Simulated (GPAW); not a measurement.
**How the form of the self-energy moves the gap of BaHCl (P4/nmm)**

Wanted: the gap of BaHCl (P4/nmm) under several approximations, with cost.

Program: GPAW 26.7.0. Level of theory: LDA and many-body steps on it, plane waves. Results are calculated unless marked as measured.

## Step 1: The structure

Symmetry: P4/nmm, No. 129, tetragonal system. Conventional cell: a = 4.408 Å, b = 4.408 Å, c = 7.202 Å, α = 90.00°, β = 90.00°, γ = 90.00°. Nearest to Ba lie 4 H at 2.69 Å and 6 Cl at 3.13 to 4.07 Å. Nearest to H lie 4 Ba at 2.69 Å. Nearest to Cl lie 6 Ba at 3.13 to 4.07 Å and 4 H at 3.35 Å. Farther neighbours and most contacts between anions are not listed.

As a file:

```cif
data_structure
_symmetry_space_group_name_H-M 'P4/nmm:1'
_symmetry_Int_Tables_number 129
_cell_length_a 4.4080
_cell_length_b 4.4080
_cell_length_c 7.2020
_cell_angle_alpha 90.000
_cell_angle_beta 90.000
_cell_angle_gamma 90.000
_cell_volume 139.94
loop_
_atom_site_label
_atom_site_type_symbol
_atom_site_symmetry_multiplicity
_atom_site_Wyckoff_symbol
_atom_site_fract_x
_atom_site_fract_y
_atom_site_fract_z
_atom_site_occupancy
Ba1 Ba 2 c 0.00000 0.50000 0.21500 1
H1 H 2 a 0.00000 0.00000 0.00000 1
Cl1 Cl 2 c 0.00000 0.50000 0.65000 1
```

The cell and positions come from the Crystallography Open Database and are kept as given unless a step says otherwise. Spin-orbit coupling is left out unless a step names it.

## Step 2: Empty states on the mesh, 2×2×2 mesh, 480 bands

This step: GPAW 26.7.0; DFT, LDA, plane waves, PAW.

The sums over transitions need many empty states on a uniform mesh; this step solves for them.

run.py

```python
import json
import numpy as np
from gpaw.mpi import world
from gpaw import GPAW

calc = GPAW('gs.gpw').fixed_density(kpts={'size': (2, 2, 2), 'gamma': True},
    parallel={'domain': 1, 'band': 1},
    txt='nscf.txt')
calc.diagonalize_full_hamiltonian(nbands=480)
calc.write('full.gpw', mode='all')
res = {}
kpts = calc.get_ibz_k_points()
res['kpts'] = kpts
res['eigenvalues'] = [calc.get_eigenvalues(kpt=k) for k in range(len(kpts))]
res['n_electrons'] = calc.get_number_of_electrons()

if world.rank == 0:
    with open('result.json', 'w') as f:
        json.dump(res, f, default=lambda x: x.tolist())
```

Run with:

```bash
$ mpirun -n 4 gpaw python run.py
```

Numbers of over 12 decimals in the logs are rounded to 6 here.

The log of the run:

```text
Diagonalizing LCAO Hamiltonian
Converting LCAO to pw mode
convergence criteria:
- Maximum integral of absolute [eigenst]ate change: 4e-08 eV^2 / valence electron
maximum number of iterations: 100

SCF iterations
|iter     |     time |      energy | eigst |  dens |
|iter:   1|  |             | +1.52 |       |
|iter:   2|  |             | +0.14 |       |
|iter:   3|  |             | -0.41 |       |
[...]
|iter:  31|  |             | -7.09 |       |
|iter:  32|  |             | -7.30 |       |
|iter:  33|  |             | -7.50c|       |
SCF steps: 33
  __  _  _
 | _ |_)|_||  |
 |__||  | ||/\| - 26.7.0

Input parameters:
  mode=PW(ecut=600.0),
  convergence={'density': 1e-06, 'bands': -3},
  gpts=array([25, 25, 42]),
  kpts=MonkhorstPack(size=(2, 2, 2), gamma=True),
  maxiter=100,
  nbands=27,
  occupations=Occupations(name='fermi-dirac', width=0.001, fixmagmom=False),
  parallel={'domain': 1, 'band': 1},
  xc=XC(name='LDA')
Matrix size: 4693x4693
# Writing to full.gpw (mode='all')
  [... matrices ...]

timing:  # [seconds]
  Total: 182.700  # ━━━━━━━━━━━━━━━━━━━━━━━━━━━━━━━━━━━━━━━━━━━━━━━━━━━━━━━━━
```

The job ended after 3.3 min (4 MPI ranks of Arm Neoverse V1, shared host; peak memory 6.8 GiB).

This step gave:

```yaml
gap: 2.998 eV
k_of_the_valence_top: 0, 0, 0.5
k_of_the_conduction_bottom: 0, 0, 0.5
least_direct_gap: 2.998 eV
k_points_computed: 6
lowest_point_of_the_top_converged_band_above_the_valence_top: 118.1076 eV
```

On this mesh the gap is 2.998 eV.

## Step 3: G0W0, Godby-Needs plasmon pole

G0W0 replaces the xc potential by the self-energy, built once from these orbitals. Only a window of levels is corrected, while the sums run over the empty bands that the input names.

This step: G0W0 on LDA, plane waves, PAW.

run.py

```python
import json
import numpy as np
from gpaw.mpi import world
from gpaw.response.g0w0 import G0W0

gw = G0W0('full.gpw',
    filename='gw',
    kpts=[0, 1],
    bands=(16, 20),
    ecut=78,
    nbands=218,
    integrate_gamma='WS',
    ppa=True)
gw.calculate()
res = {mode: {k: v for k, v in r.items() if k != 'sigma_eskwn'}
       for mode, r in gw.all_results.items()}

if world.rank == 0:
    with open('result.json', 'w') as f:
        json.dump(res, f, default=lambda x: x.tolist())
```

Run with:

```bash
$ mpirun -n 4 gpaw python run.py
```

The log of the run:

```text
Using integrator: PointIntegrator
FrequencyGridDescriptor(from 0.000+0.000j to 0.000+27.211j eV, 2 points)
Nonperiodic BCs:  [False False False]
Using integrator: PointIntegrator
FrequencyGridDescriptor(from 0.000+0.000j to 0.000+27.211j eV, 2 points)
Nonperiodic BCs:  [False False False]
  ___  _ _ _
 |   || | | |
 | | || | | |
 |__ ||_____|
 |___|

BZ k-points: Symmetries present (total): 8

  [... matrices ...]
8 k-points: 2 x 2 x 2 Monkhorst-Pack grid + [1/4,1/4,1/4]
6 k-points in the irreducible part of the Brillouin zone
       k-points in crystal coordinates                weights
   0:     0.00000000    0.00000000    0.00000000          1/8
   1:     0.00000000    0.00000000    0.50000000          1/8
   2:     0.50000000    0.00000000    0.00000000          2/8
   3:     0.50000000    0.00000000    0.50000000          2/8
   4:     0.50000000    0.50000000    0.00000000          1/8
   5:     0.50000000    0.50000000    0.50000000          1/8

Distributing spins, k-points and bands (1 x 2 x 4) over 4 processes
Number of blocks: 1

Quasi particle states:
k-points (IBZ indices): [0, 1]
Band range: (16, 20)
  [... matrices ...]
Computational parameters:
Plane wave cut-off: 78 eV
Number of bands: 218
Coulomb cutoff: None
Broadening: 0.1 eV

fxc modes: GW
Kernel: RPA
Using Godby-Needs plasmon-pole approximation:
  Fitting energy: i*E0, E0 = 1.000 Hartree
Summing all q:

Calculating screened Coulomb potential
No Coulomb truncation
FrequencyGridDescriptor(from 0.000+0.000j to 0.000+27.211j eV, 2 points)
Removing empty qpoint cache files...

Calculating chi0 body with:
    Ground state adapter containing:
    Number of spins: 1
    Number of kpoints: 8
    Number of irreducible kpoints: 6
    Number of completely occupied states: 18
    Number of partially occupied states: 18
    Occupied states memory: 7.209778 M / cpu

    Linear response parametrization:
    q_c: [0.0, 0.0, 0.0]
    Number of frequency points: 2
    Planewave cutoff: 78.0
    Number of bands: 218
    Number of planewaves: 215
    Broadening (eta): 1e-06
    comm.size: 4
    kncomm.size: 4
    blockcomm.size: 1

    Memory estimate of potentially large arrays:
        chi0_wGG: 1.410675 M / cpu
Integrating chi0 body.

Symmetries of q_c:
    Direct symmetries (Uq -> q): 8
    Indirect symmetries (TUq -> q): 8
In total 16 allowed symmetries.

  [... matrices ...]
6 groups of equivalent kpoints. 25.0% reduction.

Integral kind: response function
Integrating chi0 head and wings.

Symmetries of q_c:
    Direct symmetries (Uq -> q): 8
    Indirect symmetries (TUq -> q): 8
In total 16 allowed symmetries.

  [... matrices ...]
6 groups of equivalent kpoints. 25.0% reduction.

Integral kind: response function wings

Calculating chi0 body with:
    Ground state adapter containing:
    Number of spins: 1
    Number of kpoints: 8
    Number of irreducible kpoints: 6
    Number of completely occupied states: 18
    Number of partially occupied states: 18
    Occupied states memory: 7.209778 M / cpu

    Linear response parametrization:
[... the further q-points ...]

Results:
f:      Occupation numbers
eps:     KS-eigenvalues [eV]
vxc:     KS vxc [eV]
exx:     Exact exchange [eV]
sigma:   Self-energies [eV]
dsigma:  Self-energy derivatives
Z:       Renormalization factors
qp:      QP-energies [eV]

k-point 0 (0): (0.000, 0.000, 0.000)                GW
band       f     eps     vxc     exx   sigma  dsigma       Z      qp
                                                                   GW
  16   1.000   2.919 -11.676 -15.085   2.029  -0.272   0.786   1.834
  17   1.000   3.547 -10.465 -13.372   1.590  -0.263   0.792   2.505
  18   0.000   7.447 -10.205  -5.419  -3.516  -0.188   0.842   8.516
  19   0.000   8.028 -11.459  -6.430  -3.642  -0.195   0.837   9.189

k-point 1 (1): (0.000, 0.000, 0.500)                GW
band       f     eps     vxc     exx   sigma  dsigma       Z      qp
                                                                   GW
  16   1.000   3.591 -10.524 -13.506   1.637  -0.264   0.791   2.526
  17   1.000   3.841 -14.108 -17.487   2.102  -0.256   0.796   2.824
  18   0.000   6.840  -9.547  -5.026  -3.381  -0.184   0.845   7.803
  19   0.000   7.756 -10.662  -5.845  -3.600  -0.187   0.842   8.781
```

Elapsed: 34 s, on 4 MPI ranks; peak memory 1.6 GiB; 2.2 min of CPU time.

Numbers from this step:

```yaml
g0w0_gap_on_the_points_computed: 4.979 eV
least_direct_g0w0_gap_on_the_computed_points: 4.979 eV
z_at_the_valence_top: 0.7964
z_at_the_conduction_bottom: 0.8447
starting_gap_on_the_mesh: 2.998 eV
k_of_the_valence_top: 0, 0, 0.5
k_of_the_conduction_bottom: 0, 0, 0.5
```

The gap on the mesh goes from 3.00 eV to 4.98 eV, a correction of +1.98 eV.

## Step 4: One-shot HSE06

This step: one-shot HSE06 levels on LDA orbitals, plane waves, PAW.

run.py

```python
import json
import numpy as np
from gpaw.mpi import world
from gpaw.hybrids.eigenvalues import non_self_consistent_eigenvalues

dft, vxc, vxc_hyb = non_self_consistent_eigenvalues('full.gpw', 'HSE06', 16, 20, kpt_indices=[0, 1])
res = {'dft': dft[0], 'hybrid': (dft - vxc + vxc_hyb)[0]}
if world.rank == 0:
    with open('hybrid.txt', 'w') as f:
        for k, e0, e1 in zip([0, 1], res['dft'], res['hybrid']):
            print(k, ' '.join(f'{x:9.4f}' for x in e0), '|', ' '.join(f'{x:9.4f}' for x in e1), file=f)

if world.rank == 0:
    with open('result.json', 'w') as f:
        json.dump(res, f, default=lambda x: x.tolist())
```

Run with:

```bash
$ mpirun -n 4 gpaw python run.py
```

The log of the run:

```text
IBZ(<points: 6, symmetries: 8>)
Occupied bands: 18
Transforming wave functions from IBZ to BZ: 0.016 seconds
Distributing wave functions and iFFT-ing to real space: 0.035 seconds
Calculating eigenvalues:
  k-points: 2
  Bands: 16-19 (inclusive)
  Seconds: 0.316 (wave-function broadcasting: 0.018 seconds)
HSE06-eigenvalue shifts:
  min: -0.754 eV
  ave: 0.060 eV
  max: 0.831 eV
```

It took 3.2 s on 4 MPI ranks; peak memory 0.47 GiB; 13 s of CPU time.

This step gave:

* starting gap on the mesh: 2.998 eV
* hybrid gap on the mesh: 4.498 eV
* least direct hybrid gap on the computed points: 4.498 eV

## Step 5: G0W0, extrapolated in the cutoff

This step: G0W0 on LDA, plane waves, PAW.

run.py

```python
import json
import numpy as np
from gpaw.mpi import world
from gpaw.response.g0w0 import G0W0

gw = G0W0('full.gpw',
    filename='gw',
    kpts=[0, 1],
    bands=(16, 20),
    ecut=130.0,
    integrate_gamma='WS',
    ppa=True,
    ecut_extrapolation=True)
gw.calculate()
res = {mode: {k: v for k, v in r.items() if k != 'sigma_eskwn'}
       for mode, r in gw.all_results.items()}

if world.rank == 0:
    with open('result.json', 'w') as f:
        json.dump(res, f, default=lambda x: x.tolist())
```

Run with:

```bash
$ mpirun -n 4 gpaw python run.py
```

The log of the run:

```text
Using integrator: PointIntegrator
FrequencyGridDescriptor(from 0.000+0.000j to 0.000+27.211j eV, 2 points)
Nonperiodic BCs:  [False False False]
Using integrator: PointIntegrator
FrequencyGridDescriptor(from 0.000+0.000j to 0.000+27.211j eV, 2 points)
Nonperiodic BCs:  [False False False]
  ___  _ _ _
 |   || | | |
 | | || | | |
 |__ ||_____|
 |___|

BZ k-points: Symmetries present (total): 8

  [... matrices ...]
8 k-points: 2 x 2 x 2 Monkhorst-Pack grid + [1/4,1/4,1/4]
6 k-points in the irreducible part of the Brillouin zone
       k-points in crystal coordinates                weights
   0:     0.00000000    0.00000000    0.00000000          1/8
   1:     0.00000000    0.00000000    0.50000000          1/8
   2:     0.50000000    0.00000000    0.00000000          2/8
   3:     0.50000000    0.00000000    0.50000000          2/8
   4:     0.50000000    0.50000000    0.00000000          1/8
   5:     0.50000000    0.50000000    0.50000000          1/8

Distributing spins, k-points and bands (1 x 2 x 4) over 4 processes
Number of blocks: 1

Quasi particle states:
k-points (IBZ indices): [0, 1]
Band range: (16, 20)
  [... matrices ...]
Computational parameters:
Extrapolating to infinite plane wave cut-off using points at:
  112.031 eV
  120.183 eV
  130.000 eV
Number of bands: 470
Coulomb cutoff: None
Broadening: 0.1 eV

fxc modes: GW
Kernel: RPA
Using Godby-Needs plasmon-pole approximation:
  Fitting energy: i*E0, E0 = 1.000 Hartree
Summing all q:

Calculating screened Coulomb potential
No Coulomb truncation
FrequencyGridDescriptor(from 0.000+0.000j to 0.000+27.211j eV, 2 points)
Removing empty qpoint cache files...

Calculating chi0 body with:
    Ground state adapter containing:
    Number of spins: 1
    Number of kpoints: 8
    Number of irreducible kpoints: 6
[...]
chi0_wGG: 6.485626 M / cpu
Integrating chi0 body.

Symmetries of q_c:
    Direct symmetries (Uq -> q): 8
    Indirect symmetries (TUq -> q): 8
In total 16 allowed symmetries.

  [... matrices ...]
6 groups of equivalent kpoints. 25.0% reduction.

Integral kind: response function
Integrating chi0 head and wings.

Symmetries of q_c:
    Direct symmetries (Uq -> q): 8
    Indirect symmetries (TUq -> q): 8
In total 16 allowed symmetries.

  [... matrices ...]
6 groups of equivalent kpoints. 25.0% reduction.

Integral kind: response function wings

Calculating chi0 body with:
    Ground state adapter containing:
    Number of spins: 1
    Number of kpoints: 8
    Number of irreducible kpoints: 6
    Number of completely occupied states: 18
    Number of partially occupied states: 18
    Occupied states memory: 7.209778 M / cpu

    Linear response parametrization:
[... the further q-points ...]
Extrapolating selfenergy to infinite energy cutoff:
  Performing linear fit to 3 points
  Warning: Bad quality of linear fit for some (n,k).
           Higher cutoff might be necessary.
  Minimum R^2 = 0.5684. (R^2 Should be close to 1)
  [... matrices ...]
Results:
f:      Occupation numbers
eps:     KS-eigenvalues [eV]
vxc:     KS vxc [eV]
exx:     Exact exchange [eV]
sigma:   Self-energies [eV]
dsigma:  Self-energy derivatives
Z:       Renormalization factors
qp:      QP-energies [eV]

k-point 0 (0): (0.000, 0.000, 0.000)                GW
band       f     eps     vxc     exx   sigma  dsigma       Z      qp
                                                                   GW
  16   1.000   2.919 -11.676 -15.085   1.623  -0.276   0.784   1.520
  17   1.000   3.547 -10.465 -13.372   1.224  -0.268   0.789   2.221
  18   0.000   7.447 -10.205  -5.419  -3.779  -0.191   0.839   8.292
[...]
k-point 1 (1): (0.000, 0.000, 0.500)                GW
band       f     eps     vxc     exx   sigma  dsigma       Z      qp
                                                                   GW
[...]
18   0.000   6.840  -9.547  -5.026  -3.609  -0.187   0.843   7.609
  19   0.000   7.756 -10.662  -5.845  -3.863  -0.191   0.840   8.557
```

The job ended after 3.2 min (4 MPI ranks; peak memory 2.6 GiB).

Numbers from this step:

```
quasiparticle gap on the points computed              : 5.220 eV
least direct quasiparticle gap on the computed points : 5.220 eV
Z at the valence top                                  : 0.7898
Z at the conduction bottom                            : 0.8428
starting gap on the mesh                              : 2.998 eV
k of the valence top                                  : 0, 0, 0.5
k of the conduction bottom                            : 0, 0, 0.5
gaps at the cutoffs of the extrapolation              : 5.059, 5.075, 5.091 eV
```

Against G0W0 in GPAW (2×2×2 mesh, 218 bands, screening to 78 eV, Godby-Needs plasmon pole), the gap moves by +0.241 eV.

## Step 6: One-shot PBE0

This step: one-shot PBE0 levels on LDA orbitals, plane waves, PAW.

run.py

```python
import json
import numpy as np
from gpaw.mpi import world
from gpaw.hybrids.eigenvalues import non_self_consistent_eigenvalues

dft, vxc, vxc_hyb = non_self_consistent_eigenvalues('full.gpw', 'PBE0', 16, 20, kpt_indices=[0, 1])
res = {'dft': dft[0], 'hybrid': (dft - vxc + vxc_hyb)[0]}
if world.rank == 0:
    with open('hybrid.txt', 'w') as f:
        for k, e0, e1 in zip([0, 1], res['dft'], res['hybrid']):
            print(k, ' '.join(f'{x:9.4f}' for x in e0), '|', ' '.join(f'{x:9.4f}' for x in e1), file=f)

if world.rank == 0:
    with open('result.json', 'w') as f:
        json.dump(res, f, default=lambda x: x.tolist())
```

Run with:

```bash
$ mpirun -n 4 gpaw python run.py
```

The log of the run:

```text
IBZ(<points: 6, symmetries: 8>)
Occupied bands: 18
Transforming wave functions from IBZ to BZ: 0.017 seconds
Distributing wave functions and iFFT-ing to real space: 0.036 seconds
Calculating eigenvalues:
  k-points: 2
  Bands: 16-19 (inclusive)
  Seconds: 0.422 (wave-function broadcasting: 0.018 seconds)
HSE06-eigenvalue shifts:
  min: -1.130 eV
  ave: 0.056 eV
  max: 1.194 eV
```

Wall time 3.4 s (4 MPI ranks); peak memory 0.45 GiB.

Numbers from this step:

```
starting gap on the mesh                       : 2.998 eV
hybrid gap on the mesh                         : 5.229 eV
least direct hybrid gap on the computed points : 5.229 eV
```

## Step 7: G0W0, full frequency, Hilbert transform

This step: G0W0 on LDA, plane waves, PAW.

run.py

```python
import json
import numpy as np
from gpaw.mpi import world
from gpaw.response.g0w0 import G0W0

gw = G0W0('full.gpw',
    filename='gw',
    kpts=[0, 1],
    bands=(16, 20),
    ecut=78,
    nbands=218,
    integrate_gamma='WS',
    frequencies={'type': 'nonlinear', 'domega0': 0.1, 'omega2': 15.0},
    eta=0.1,
    nblocksmax=True)
gw.calculate()
res = {mode: {k: v for k, v in r.items() if k != 'sigma_eskwn'}
       for mode, r in gw.all_results.items()}

if world.rank == 0:
    with open('result.json', 'w') as f:
        json.dump(res, f, default=lambda x: x.tolist())
```

Run with:

```bash
$ mpirun -n 4 gpaw python run.py
```

The log of the run:

```text
Using integrator: PointIntegrator
NonLinearFrequencyDescriptor(from 0.000 to 94.753 eV, 263 points)
Nonperiodic BCs:  [False False False]
Using integrator: PointIntegrator
NonLinearFrequencyDescriptor(from 0.000 to 94.753 eV, 263 points)
Nonperiodic BCs:  [False False False]
  ___  _ _ _
 |   || | | |
 | | || | | |
 |__ ||_____|
 |___|

BZ k-points: Symmetries present (total): 8

  [... matrices ...]
8 k-points: 2 x 2 x 2 Monkhorst-Pack grid + [1/4,1/4,1/4]
6 k-points in the irreducible part of the Brillouin zone
       k-points in crystal coordinates                weights
[...]
GW
  16   1.000   2.919 -11.676 -15.085   2.065  -0.303   0.768   1.888
  17   1.000   3.547 -10.465 -13.372   1.618  -0.338   0.747   2.584
  18   0.000   7.447 -10.205  -5.419  -3.477  -0.223   0.818   8.516
[...]
k-point 1 (1): (0.000, 0.000, 0.500)                GW
band       f     eps     vxc     exx   sigma  dsigma       Z      qp
                                                                   GW
[...]
18   0.000   6.840  -9.547  -5.026  -3.332  -0.199   0.834   7.831
  19   0.000   7.756 -10.662  -5.845  -3.556  -0.208   0.828   8.799
```

Wall time 1.8 min (4 MPI ranks); peak memory 2.1 GiB; 7.1 min of CPU time.

Numbers from this step:

```
G0W0 gap on the points computed              : 4.975 eV
least direct G0W0 gap on the computed points : 4.975 eV
starting gap on the mesh                     : 2.998 eV
k of the valence top                         : 0, 0, 0.5
k of the conduction bottom                   : 0, 0, 0.5
```

Against G0W0 in GPAW (2×2×2 mesh, 218 bands, screening to 78 eV, Godby-Needs plasmon pole), the gap moves by −0.004 eV.

## Step 8: The runs together

Times are wall times on 4 MPI ranks of Arm Neoverse V1, shared host, good to a factor of about two.

```tsv
run	mesh	bands	screening cutoff (eV)	DFT gap (eV)	gap on the mesh (eV)	direct (eV)	time
G0W0, Godby-Needs plasmon pole	2×2×2	218	78	2.998	4.979	4.979	34 s
one-shot HSE06	2×2×2	-	-	2.998	4.498	4.498	3.2 s
G0W0, extrapolated in the cutoff	2×2×2	-	130	2.998	5.220	5.220	3.2 min
one-shot PBE0	2×2×2	-	-	2.998	5.229	5.229	3.4 s
G0W0, full frequency, Hilbert transform	2×2×2	218	78	2.998	4.975	4.975	1.8 min
```

## Step 9: Results

| Quantity | Value |
| --- | --- |
| G0W0, Godby-Needs plasmon pole | 4.979 eV |
| one-shot HSE06 | 4.498 eV |
| G0W0, extrapolated in the cutoff | 5.220 eV |
| one-shot PBE0 | 5.229 eV |
| G0W0, full frequency, Hilbert transform | 4.975 eV |
| known limits | not at the basis limit; no spin-orbit coupling; coarse k mesh |

**Reading.** One-shot HSE06: −0.482 eV against G0W0, Godby-Needs plasmon pole. G0W0, extrapolated in the cutoff: +0.241 eV against G0W0, Godby-Needs plasmon pole, at other bands or cutoff, so not like for like. One-shot PBE0: +0.250 eV against G0W0, Godby-Needs plasmon pole. G0W0, full frequency, Hilbert transform: −0.004 eV against G0W0, Godby-Needs plasmon pole. One-shot hybrid levels are evaluated on the LDA orbitals. Bands and cutoff are finite, so the gap is not at the basis limit. The miss can reach some tenths of an eV and take either sign; the mesh is an error of its own. These stock PAW sets were not made for GW. In the G0W0 runs levels were corrected at 2 k points alone, so a gap called «on the mesh» is the least over those, and an edge elsewhere would be missed. The program warns of a poor linear fit in the extrapolation of some level, so the extrapolated values are rough. The 2×2×2 mesh is coarse for this cell, which bears on the long-range parts of exchange and screening. Mesh or cutoff lie under what a gap needs, so these runs test behaviour and cost; their gaps are not to be quoted. The many-body steps are scalar-relativistic: spin-orbit coupling is not in them.

[Paths, hosts, dates, memory and timing lines, banners, echoed tables and standing remarks are left out of the program output.]

[Logs are printed without paths, hosts, clocks, repeated set-up lines and the standing remarks that a program may print on its own settings, such as how far it seeks lower states.]

[Runs of the session that timed out or met a known fault of the program may be left out.]

[Hosts, paths, dates, database ids (printed as entryN), source tags and the programs' standing remarks are cut or masked in the printed files.]
